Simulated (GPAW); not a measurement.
# Optical response of KMgF3, part 2 of 2

Wanted: where KMgF3 starts to absorb, how strongly, and its refractive index.

GPAW 26.7.0; DFT, PBE, plane-wave PAW (GPAW data sets), scalar-relativistic, RPA, optical limit.

So far. Step 2 (Ground state): There is a gap, 7.32 eV on this mesh (points off the mesh can give less), so no carriers' term is needed.

## Step 4: Dielectric function, RPA

Local fields let the induced charge screen the field inside the cell, which as a rule lowers ε, most along directions where the density is uneven.

This step: DFT, PBE, plane-wave PAW (GPAW data sets), scalar-relativistic, RPA, optical limit (GPAW 26.7.0).

df.py reads:

```python
from gpaw.response.df import DielectricFunction

df = DielectricFunction('full.gpw', frequencies={'type': 'nonlinear', 'domega0': 0.03, 'omega2': 8},
                        ecut=60,
                        eta=0.15,
                        nbands=43,
                        txt='df.txt')
for direction in ['x']:
    df.get_dielectric_function(xc='RPA', direction=direction, filename=f'df_{direction}.csv')
```

The run is started by

```sh
$ OMP_NUM_THREADS=1 python df.py
```

The log of the run:

```text
Using integrator: PointIntegrator
NonLinearFrequencyDescriptor(from 0.000 to 101.651 eV, 542 points)
Nonperiodic BCs:  [False False False]
Using integrator: PointIntegrator
NonLinearFrequencyDescriptor(from 0.000 to 101.651 eV, 542 points)
Nonperiodic BCs:  [False False False]

Calculating chi0 body with:
    Ground state adapter containing:
    Number of spins: 1
    Number of kpoints: 512
    Number of irreducible kpoints: 35
    Number of completely occupied states: 20
    Number of partially occupied states: 20

    Linear response parametrization:
    q_c: [0.0, 0.0, 0.0]
    Number of frequency points: 542
    Planewave cutoff: 60.0
    Number of bands: 43
    Number of planewaves: 81
    Broadening (eta): 0.15

Integrating chi0 body.

Symmetries of q_c:
    Direct symmetries (Uq -> q): 48
    Indirect symmetries (TUq -> q): 0
In total 48 allowed symmetries.

35 groups of equivalent kpoints. 93.1640625% reduction.

Integral kind: spectral function

Calculating chi0 optical extensions with:
    Ground state adapter containing:
    Number of spins: 1
    Number of kpoints: 512
    Number of irreducible kpoints: 35
    Number of completely occupied states: 20
    Number of partially occupied states: 20

    Linear response parametrization:
    Number of frequency points: 542
    Planewave cutoff: 60.0
    Number of bands: 43
    Number of planewaves: 81
    Broadening (eta): 0.15
Integrating chi0 head and wings.

Symmetries of q_c:
    Direct symmetries (Uq -> q): 48
    Indirect symmetries (TUq -> q): 0
In total 48 allowed symmetries.

35 groups of equivalent kpoints. 93.1640625% reduction.

Integral kind: spectral function wings
```

It took 13 s on 1 thread of Arm Neoverse V1, shared host; peak memory 0.4 GiB.

Read-outs, printed or worked out from the files:

- electronic dielectric constant ε∞, mean over x, y and z (by symmetry where fewer were run): 1.948
- main peak of Im epsilon, first axis: 11.50 eV

Values under the direct gap are tails of Lorentzian lines. The Im ε, E ∥ x by photon energy; read off at these points:

```
photon energy (eV)  Im ε, E ∥ x
              0.00            0
              0.50       7.1e-4
              1.00      0.00143
              1.50      0.00218
              2.00      0.00299
              2.50      0.00387
              3.00      0.00486
              3.50      0.00600
              4.00      0.00734
              4.50      0.00899
              5.00       0.0111
              5.50       0.0138
              6.00       0.0178
              6.50       0.0241
              7.00       0.0368
              7.50       0.0906
              8.00        0.337
              8.50        0.416
              9.00        0.728
              9.09        0.761
              9.50        0.540
             10.00        0.849
             10.50         1.25
             11.00         1.84
             11.50         2.27
             12.00         1.48
             12.50         1.19
             13.00         1.27
             13.50        0.996
             14.00        0.593
             14.50        0.751
             14.77        0.931
             15.00        0.807
             15.50        0.742
             16.00        0.977
             16.34         1.13
             16.50         1.01
             17.00        0.843
             17.50         1.10
             18.00         1.35
             18.50         1.42
             19.00         1.62
             19.21         1.71
             19.50         1.63
             20.00         1.54
             20.50         1.37
             21.00         1.12
             21.50        0.977
```

Table of Re ε, E ∥ x by photon energy:

photon energy (eV), Re ε, E ∥ x and a bar from the least value:
```
      0.0       1.95 ################
      0.5       1.95 ################
      1.0       1.95 ################
      1.5       1.96 ################
      2.0       1.97 ################
      2.5       1.98 ################
      3.0       1.99 ################
      3.5       2.01 #################
      4.0       2.03 #################
      4.5       2.06 #################
      5.0       2.09 ##################
      5.5       2.14 ##################
      6.0       2.19 ###################
      6.5       2.26 ####################
      7.0       2.35 #####################
      7.5       2.52 #######################
      8.0       2.65 #########################
      8.5       2.53 #######################
      9.0       2.66 #########################
      9.5       2.70 #########################
     10.0       2.77 ##########################
     10.5       3.08 ##############################
     11.0       2.73 ##########################
     11.5       1.88 ###############
     12.0       1.12 ######
     12.5       1.42 #########
     13.0       1.34 ########
     13.5       1.10 #####
     14.0       1.34 ########
     14.5       1.69 #############
     15.0       1.47 ##########
     15.5       1.73 #############
     16.0       1.77 ##############
     16.5       1.46 ##########
     17.0       1.71 #############
     17.5       1.87 ###############
     18.0       1.58 ###########
     18.5       1.65 ############
     19.0       1.46 ##########
     19.5       1.12 ######
     20.0       0.77 #
     20.5       0.88 ###
     21.0       0.72 #
     21.5       0.67
```

The Im ε, E ∥ x has structure finer than the step of the table below, so its rows give means over 0.5 eV, whole bins alone (the curve runs from 0 to 21.9 eV). Peaks (eV: height): without local fields 11.48: 2.35, 19.94: 2.98, 21.75: 3.90; with local fields 11.48: 2.27, 16.34: 1.13, 19.21: 1.71.

Values under the direct gap are tails of Lorentzian lines. The Im ε, E ∥ x by photon energy; means over each step:

```
photon energy (eV)  without local fields  with local fields
               0.5                7.7e-4             7.1e-4
               1.0               0.00157            0.00143
               1.5               0.00239            0.00218
               2.0               0.00327            0.00299
               2.5               0.00424            0.00387
               3.0               0.00531            0.00486
               3.5               0.00654            0.00601
               4.0               0.00799            0.00735
               4.5               0.00975            0.00900
               5.0                0.0120             0.0111
               5.5                0.0149             0.0139
               6.0                0.0191             0.0179
               6.5                0.0258             0.0244
               7.0                0.0396             0.0379
               7.5                0.1000             0.0978
               8.0                 0.328              0.325
               8.5                 0.420              0.415
               9.0                 0.661              0.650
               9.5                 0.608              0.592
              10.0                 0.861              0.827
              10.5                  1.31               1.23
              11.0                  1.95               1.81
              11.5                  2.25               2.19
              12.0                  1.52               1.55
              12.5                  1.20               1.18
              13.0                  1.34               1.26
              13.5                  1.03              0.993
              14.0                 0.678              0.626
              14.5                 0.854              0.758
              15.0                 0.799              0.821
              15.5                 0.776              0.764
              16.0                  1.19              0.983
              16.5                  1.20               1.00
              17.0                  1.10              0.873
              17.5                  1.54               1.13
              18.0                  1.60               1.33
              18.5                  1.67               1.41
              19.0                  1.95               1.62
              19.5                  2.32               1.65
              20.0                  2.87               1.51
              20.5                  2.72               1.33
              21.0                  2.20               1.16
              21.5                  3.46              0.998
```

The reflectivity at normal incidence, E ∥ x has structure finer than the step of the table below, so its rows give means over 1 eV, whole bins alone (the curve runs from 0 to 21.9 eV). Peaks (eV: height): 8.9: 6.71, 11.6: 11.9, 16.3: 5.17, 19.9: 10.1, 20.7: 9.29.

The reflectivity at normal incidence, E ∥ x by photon energy; means over each step:

photon energy (eV), reflectivity at normal incidence, E ∥ x (%) and a bar from the least value:
```
        1        2.8 
        2        2.8 
        3        2.9 #
        4        3.1 #
        5        3.3 ##
        6        3.7 ####
        7        4.5 #######
        8        5.7 ###########
        9        6.1 #############
       10        7.4 ##################
       11       10.5 ##############################
       12        8.4 ######################
       13        5.6 ###########
       14        2.7 
       15        3.4 ###
       16        4.5 #######
       17        4.2 ######
       18        6.3 ##############
       19        8.2 #####################
       20        8.9 ########################
       21        7.7 ###################
```

Table of refractive index n and extinction k by photon energy:

```
photon energy (eV)     n        k
                 0  1.40        0
                 1  1.40   5.1e-4
                 2  1.40  0.00106
                 3  1.41  0.00172
                 4  1.43  0.00257
                 5  1.45  0.00382
                 6  1.48  0.00602
                 7  1.53   0.0120
                 8  1.63    0.103
                 9  1.64    0.221
                10  1.68    0.252
                11  1.74    0.531
                12  1.22    0.607
                13  1.26    0.502
                14  1.19    0.250
                15  1.25    0.322
                16  1.38    0.355
                17  1.34    0.314
                18  1.35    0.499
                19  1.35    0.599
                20  1.12    0.691
                21  1.01    0.552
```

Optical constants at common wavelengths, from n + ik = √ε:

```
wavelength (nm)     n      k  R (%)     1/α
           1550  1.40  0.000    2.7  304 µm
            800  1.40  0.001    2.8   79 µm
            633  1.40  0.001    2.8   48 µm
            405  1.41  0.002    2.9   18 µm
            308  1.43  0.003    3.1  9.4 µm
            248  1.45  0.004    3.3  5.2 µm
            193  1.50  0.008    4.0  2.0 µm
```

Below the direct gap, k and the depth come from the tails of the Lorentzian lines, not from transitions.

## Step 5: Results

- electronic dielectric constant ε∞, mean over x, y and z (by symmetry where fewer were run) (RPA): 1.95
- main peak of Im epsilon, first axis: 11.5 eV

What this shows: At this level (PBE, RPA) KMgF3 has ε∞ = 1.95 and n = 1.40 at 1550 nm, and Im ε peaks at 11.5 eV. On the mesh the gap is 7.32 eV and the least direct gap 7.64 eV, so on this mesh the band edges lie at different points. Local fields change the static value along x from 2.06 to 1.95 (-5 %). Distinct maxima of Im ε, read by a parabola through the highest points, lie at 11.50 eV (2.3), 17.87 eV (1.4), 19.25 eV (1.7) and 20.59 eV (1.4). Excitons and phonon-assisted transitions are missing; PBE gaps are as a rule too small, which pulls the onset down and ε∞ up. The sum runs over mesh points, so small or evenly spaced maxima can still be ripples of the mesh. In this version of GPAW the matrix elements of the optical limit are incomplete, which can lower ε − 1 by up to a tenth where first-row anions or d states rule, and shift it by more in d metals.

[Machine, clock and banner lines and Python warnings are left out of the logs.]

[Logs are printed without paths, hosts, clocks, repeated set-up lines and the standing remarks that a program may print on its own settings, such as how far it seeks lower states.]

[Hosts, paths, dates, database ids (printed as entryN), source tags and the programs' standing remarks are cut or masked in the printed files.]
